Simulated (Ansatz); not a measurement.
Consider Cs2TaF6 (started from the K2PtCl6 type) (Fm-3m).

The structure was built from a prototype and need not be the compound's stable phase.

```xyz
9
Lattice="4.7004 4.7004 0.0000 4.7004 0.0000 -4.7004 0.0000 4.7004 -4.7004" Properties=species:S:1:pos:R:3 pbc="T T T"
Cs    2.3502    2.3502   -2.3502
Cs    7.0506    7.0506   -7.0506
Ta    0.0000    0.0000    0.0000
F     1.9992    4.7004   -4.7004
F     7.4016    4.7004   -4.7004
F     4.7004    1.9992   -4.7004
F     4.7004    7.4016   -4.7004
F     4.7004    4.7004   -1.9992
F     4.7004    4.7004   -7.4016
```

The structure was relaxed with PBE. The structure type comes from a generator and need not be one that this composition takes. The structure was generated from a model, not taken from a measurement. The runs that relaxed it are not among those shown. The program's search for lower electronic states was switched off, so nothing shows that the state found is the lowest. Spin-orbit coupling is left out unless a run names it. PAW set soft_2, made with PBE.

A constrained-RPA run (Ansatz 0.2.0; non-magnetic PBE; Ta t2g + anion p, bands v19 to c2, 2×2×2 mesh, medium accuracy) builds 21 functions on bands 9.3 eV wide, with 37.0 electrons in the window. The bare on-site interaction is 13.0 eV and the bare J 0.57 eV.

Q: Estimate U, U′ and J.

On the Ta t2g shell, U = 6.82 eV (53 % of the bare value), U′ = 5.95 eV, J = 0.44 eV.

The parent state is non-magnetic and the interaction static (zero frequency); U depends on the window and the orbitals, so it belongs to this model alone. Spin-orbit coupling, which is strong for atoms this heavy, is left out. A window that holds the anion p bands defines a model with explicit ligands; its U belongs to that model and is not the U of DFT+U. Coarse meshes can leave U off its limit, most where the target bands are metallic.

[Paths, hosts, dates, memory and timing lines, banners, echoed tables and standing remarks are left out of the program output.]

[Logs are printed without paths, hosts, clocks, repeated set-up lines and the standing remarks that a program may print on its own settings, such as how far it seeks lower states.]

[Runs of the session that timed out or met a known fault of the program may be left out.]

[Hosts, paths, dates, database ids (printed as entryN), source tags and the programs' standing remarks are cut or masked in the printed files.]
